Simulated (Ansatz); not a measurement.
# PbS (Galena): optical spectrum from first principles, part 2 of 2

Aim: the dielectric function of PbS (Galena), and the optical constants that follow from it. The cell comes from an older database entry, whose edges can differ from later determinations, mostly by under a per cent.

Ansatz 0.2.0; DFT, PBE, plane-wave PAW, default files, scalar-relativistic, independent-particle optical response without local fields.

So far. Step 2 (Ground state and bands): There is a gap, 0.36 eV on the path, so no carriers' term is needed. The cell is left with a pressure of 2.2 GPa, as it stands unrelaxed at this level.

The database entry behind the starting cell differs from later determinations by our own check (about 0.1 % short), so it need not match the best structure at ambient conditions.

### 3. Spectrum

The spectrum is a sum over vertical transitions between filled and empty bands at the fixed density, so many empty bands are needed.

This step: DFT, PBE, plane-wave PAW, default files, scalar-relativistic, independent-particle optical response without local fields (Ansatz 0.2.0).

Input file input.yaml:

```yaml
crystal:
  lattice:
    - [0.0, 2.96575, 2.96575]
    - [2.96575, 0.0, 2.96575]
    - [2.96575, 2.96575, 0.0]
  atoms:
    - { symbol: Pb, position: [0.0, 0.0, 0.0] }
    - { symbol: S, position: [0.5, 0.5, 0.5] }
kpoints:
  mp_grid: { grid: [7, 7, 7] }
scf:
  occupations: { method: fixed }
hamiltonian:
  xc: pbe
  pseudopotentials: { kind: paw }
output:
  optics:
    e_range: [0, 20]
    de: 0.05
    sigma: 0.1
    nscf_kmesh: { grid: [8, 8, 8] }
    bands: { spectra_wanted_up_to: 20 }
```

Started as:

```
ansatz run input.yaml --threads 4 --pin off --max-ram 8192MiB --backend cpu --events-out ev --progress --plain --runs-dir out
```

Numbers of over 12 decimals in the logs are rounded to 6 here.

Log:

```text
[...]
Crystal: 2 atoms, lattice volume = 52.172 Å³
Basis set: ecut = 420 eV, 965 PW (Γ)
Bands: 14, of which v1, the nominal top of the filled ones, is band 10 counted from 1 (9 counted from 0)
Symmetry: 48 space group operations
[...]
k-points: 20 of 343
[...]
SCF iter   1: F=—  HF=-12809.560762 eV  |F-HF|=—  |Δ(HF+E_count)|=         —  Δρ=8.86e-4  dr2=6.30e-4  ethr=1.77e-3  ⟨swp⟩=4.9  Hψ=1377  notcnv=0  defer=31
[...]
SCF iter  10: F=-12809.559464 eV  HF=-12809.559464 eV  |F-HF|=3.64e-12  |Δ(HF+E_count)|=  5.46e-12  Δρ=2.21e-9  dr2=1.63e-15  ethr=1.00e-12  ⟨swp⟩=4.6  Hψ=1210  notcnv=0
SCF 1 converged in 10 iterations: F = -12809.559464 eV  dr2 = 1.63e-15
[...]
NSCF: frozen V_eff on 29 k-points
output.optics: what the bands over the 35 summed would add to eps1, eps2 and the energy-loss function is held between a lower and an upper bound (7 Lanczos steps). eps1, eps2 and their loss function (loss_summed_bands) are given on every row as the summed bands alone make them. Along an axis, on a row where the two bounds hold the loss function to about 1 % of the greater of itself and 0.5 % of |1/eps|, its cell (loss_completed) is given, with the completed eps1 and eps2 that it is formed of (a cell that is left empty reads nan in the table and null in the record). The two bounds hold it so along every axis on all 401 rows up to 20.000 eV. [rest of the remark cut]
SCF converged after 10 iterations
Free energy (F): -12809.559464 eV
[...]
Internal energy: -12809.559464 eV  (E = F + TS)
E sigma→0 (E₀):  -12809.559464 eV
Fermi energy:    8.192813 eV
[...]
--- Band table (eV; the first three rows and the last of 20) ---
  k-point 0: bands = [... 6 lower, 2.4220, 6.2725, 6.2725, 6.2725, 13.6646, 13.6646, 13.6646, 15.1483]
  k-point 1: bands = [... 6 lower, 1.8458, 6.3270, 6.3270, 6.7019, 12.1891, 12.7008, 12.7008, 15.1107]
  k-point 2: bands = [... 6 lower, 0.7000, 6.4766, 6.4766, 7.4704, 10.4039, 11.3584, 11.3584, 15.4820]
  k-point 19: bands = [... 6 lower, 0.4159, 3.9016, 4.5889, 7.1910, 10.7595, 12.7900, 13.2424, 15.8458]
```

Elapsed: 3.7 s, on 4 threads of Intel Xeon Platinum 8488C (Sapphire Rapids), shared host; peak memory 0.68 GiB; 13 s of CPU time.

This step gave:

- electronic dielectric constant ε∞, mean over x, y and z (by symmetry where fewer were run): 17.87
- absorption onset, first axis (α over 10⁴ cm⁻¹, or the direct gap if that lies higher): 0.5674 eV
- main peak of Im epsilon, first axis: 3.023 eV
- centre of weight of the strongest loss peak in the window: 15.43 eV
- photocurrent from vertical transitions in a film 500 nm thick on a perfect mirror (two passes), AM1.5G, no front reflection, all carriers collected: 62.86 mA/cm²
- least direct gap on the mesh: 0.3578 eV
- bands summed: 35
- spectra valid up to: 25.39 eV
- program's estimate of the k-sum error in Im epsilon: 0.8 %
- electrons in the f-sum: 16.98

Table of Im ε, any direction by photon energy; read off at these points:

photon energy (eV), Im ε, any direction and a bar:
```
      0.0        0.0 
      0.5        1.3 #
      1.0        2.8 ##
      1.5        5.5 ####
      2.0       10.8 #########
      2.5       22.5 ##################
      3.0       37.6 ##############################
      3.5       19.2 ###############
      4.0       12.6 ##########
      4.5        8.3 #######
      5.0        5.4 ####
      5.5        4.0 ###
      6.0        3.0 ##
      6.5        2.6 ##
      7.0        3.3 ###
      7.5        2.7 ##
      8.0        2.5 ##
      8.5        4.3 ###
      9.0        2.8 ##
      9.5        2.8 ##
     10.0        2.4 ##
     10.5        2.0 ##
     11.0        1.8 #
     11.5        1.7 #
     12.0        1.5 #
     12.5        1.2 #
     13.0        0.8 #
     13.5        0.6 
     14.0        0.5 
     14.5        0.4 
     15.0        0.4 
     15.5        0.4 
     16.0        0.3 
     16.5        0.3 
     17.0        0.2 
     17.5        0.3 
     18.0        0.4 
     18.5        0.5 
     19.0        0.7 #
     19.5        0.6 
     20.0        0.5
```

Re ε, any direction against photon energy:

```csv
photon energy (eV),"Re ε, any direction"
0,17.9
1,19.8
2,23.6
3,7.24
4,-6.71
5,-5.07
6,-2.44
7,-0.236
8,0.0747
9,-0.932
10,-0.827
11,-0.909
12,-0.770
13,-1.02
14,-0.346
15,-0.0421
16,0.156
17,0.420
18,0.771
19,0.612
20,0.539
```

Values under 1 per cm are given as 1. Absorption coefficient, any direction against photon energy:

```csv
photon energy (eV),"absorption coefficient, any direction (1/cm)"
0.000,1
0.500,7782
1.000,31267
1.500,88574
2.000,2.2e5
2.500,5.3e5
3.000,1.2e6
3.500,1.4e6
4.000,1.3e6
4.500,1.3e6
5.000,1.3e6
5.500,1.2e6
6.000,1.1e6
6.500,9.5e5
7.000,9.4e5
7.500,1.2e6
8.000,8.9e5
8.500,1.2e6
9.000,1.3e6
9.500,1.4e6
10.000,1.3e6
10.500,1.3e6
11.000,1.4e6
11.500,1.4e6
12.000,1.3e6
12.500,1.4e6
13.000,1.4e6
13.500,1.1e6
14.000,9.9e5
14.500,8.5e5
15.000,7.1e5
15.500,6.0e5
16.000,5.2e5
16.500,3.9e5
17.000,3.1e5
17.500,3.0e5
18.000,4.1e5
18.500,5.7e5
19.000,7.4e5
19.500,7.4e5
20.000,6.5e5
```

Table of refractive index n and extinction k by photon energy:

```
photon energy (eV)      n      k
               0.0   4.23      0
               0.5   4.35  0.154
               1.0   4.46  0.308
               1.5   4.71  0.583
               2.0   4.98   1.09
               2.5   5.34   2.10
               3.0   4.77   3.94
               3.5   2.42   3.97
               4.0   1.95   3.24
               4.5   1.40   2.95
               5.0   1.08   2.50
               5.5  0.963   2.08
               6.0  0.853   1.78
               6.5  0.917   1.44
               7.0   1.23   1.32
               7.5  0.817   1.62
               8.0   1.14   1.10
               8.5   1.49   1.43
               9.0  0.993   1.39
               9.5  0.954   1.46
              10.0  0.923   1.30
              10.5  0.818   1.25
              11.0  0.752   1.21
              11.5  0.706   1.20
              12.0  0.670   1.10
              12.5  0.561   1.08
              13.0  0.387   1.08
              13.5  0.355  0.818
              14.0  0.371  0.695
              14.5  0.371  0.581
              15.0  0.417  0.465
              15.5  0.474  0.385
              16.0  0.507  0.318
              16.5  0.597  0.231
              17.0  0.672  0.177
              17.5  0.798  0.167
              18.0  0.906  0.223
              18.5  0.896  0.305
              19.0  0.871  0.383
              19.5  0.801  0.374
              20.0  0.801  0.321
```

Table of loss function −Im 1/ε at q → 0, any direction by energy loss; read off at these points:

```
energy loss (eV)  loss function −Im 1/ε at q → 0, any direction
             0.0                                              0
             1.0                                        0.00689
             2.0                                         0.0160
             3.0                                         0.0257
             4.0                                         0.0618
             5.0                                         0.0985
             6.0                                          0.200
             7.0                                          0.306
             7.8                                          0.476
             8.0                                          0.399
             9.0                                          0.326
            10.0                                          0.373
            11.0                                          0.439
            12.0                                          0.532
            13.0                                          0.482
            14.0                                           1.34
            15.0                                           2.55
            15.3                                           2.71
            16.0                                           2.52
            17.0                                           1.02
            18.0                                          0.534
            19.0                                          0.814
            20.0                                          0.926
```

Optical constants at common wavelengths, from n + ik = √ε:

```
wavelength (nm)     n      k  R (%)     1/α
            800  4.74  0.620   43.1  103 nm
            633  4.95  1.050   45.7   48 nm
            532  5.28  1.675   50.0   25 nm
            450  5.27  2.905   55.9   12 nm
            405  4.50  4.158   62.2  7.8 nm
            248  1.08  2.496   59.1  7.9 nm
            193  0.90  1.484   38.2   10 nm
```

A polished face would reflect 49 % of daylight and look faintly blue (CIE x = 0.298, y = 0.314 under D65).

The f-sum over the summed bands holds 17.0 of the cell's 20 electrons outside the frozen cores, 12 of which lie in bands more than 12 eV below the Fermi level, whose transitions come at higher energies. Up to 20 eV the strength has a mean oscillator energy of 4.0 eV, well above the main peak, so higher transitions carry much of it.

### 4. Summary of results

- gap on the path: 0.358 eV
- least direct gap on the path: 0.358 eV
- electronic dielectric constant ε∞, mean over x, y and z (by symmetry where fewer were run) (independent particles): 17.9
- absorption onset, first axis (α over 10⁴ cm⁻¹, or the direct gap if that lies higher): 0.567 eV
- main peak of Im epsilon, first axis: 3.02 eV
- centre of weight of the strongest loss peak in the window, first axis: 15.4 eV
- photocurrent from vertical transitions in a film 500 nm thick on a perfect mirror (two passes), AM1.5G, no front reflection, all carriers collected: 62.9 mA/cm²

**Reading.** At this level (PBE, independent particles) PbS has ε∞ = 17.9 and n = 4.39 at 1550 nm; absorption sets in near 0.6 eV, and Im ε peaks at 3.0 eV. The gap on the path is direct, 0.36 eV. The absorption coefficient passes 10⁴ cm⁻¹ at 0.57 eV, in the infrared, so it absorbs across the visible. The strongest loss structure up to 20 eV has its centre of weight at 15.4 eV; a free-electron gas of the 17.0 electrons in the f-sum would put its plasmon at 21.2 eV. Distinct maxima of Im ε, read by a parabola through the highest points, lie at 3.02 eV (38), 7.31 eV (4.3) and 8.56 eV (4.4). The f-sum over the summed bands holds 17.0 of the cell's 20 electrons outside the frozen cores, 12 of which lie in bands more than 12 eV below the Fermi level, whose transitions come at higher energies. Up to 20 eV the strength has a mean oscillator energy of 4.0 eV, well above the main peak, so higher transitions carry much of it. A polished face would reflect 49 % of daylight and look faintly blue (CIE x = 0.298, y = 0.314 under D65). Excitons and phonon-assisted transitions are missing, and so are local fields; PBE gaps are as a rule too small, which pulls the onset down and ε∞ up, while the missing spin-orbit coupling works the other way with such heavy atoms. In the base run ε includes the program's bounded estimate of what the bands above those summed add. Spin-orbit coupling is left out although heavy atoms are present.

[Logs are printed without paths, hosts, clocks, repeated set-up lines and the standing remarks that a program may print on its own settings, such as how far it seeks lower states.]

[Hosts, paths, dates, database ids (printed as entryN), source tags and the programs' standing remarks are cut or masked in the printed files.]
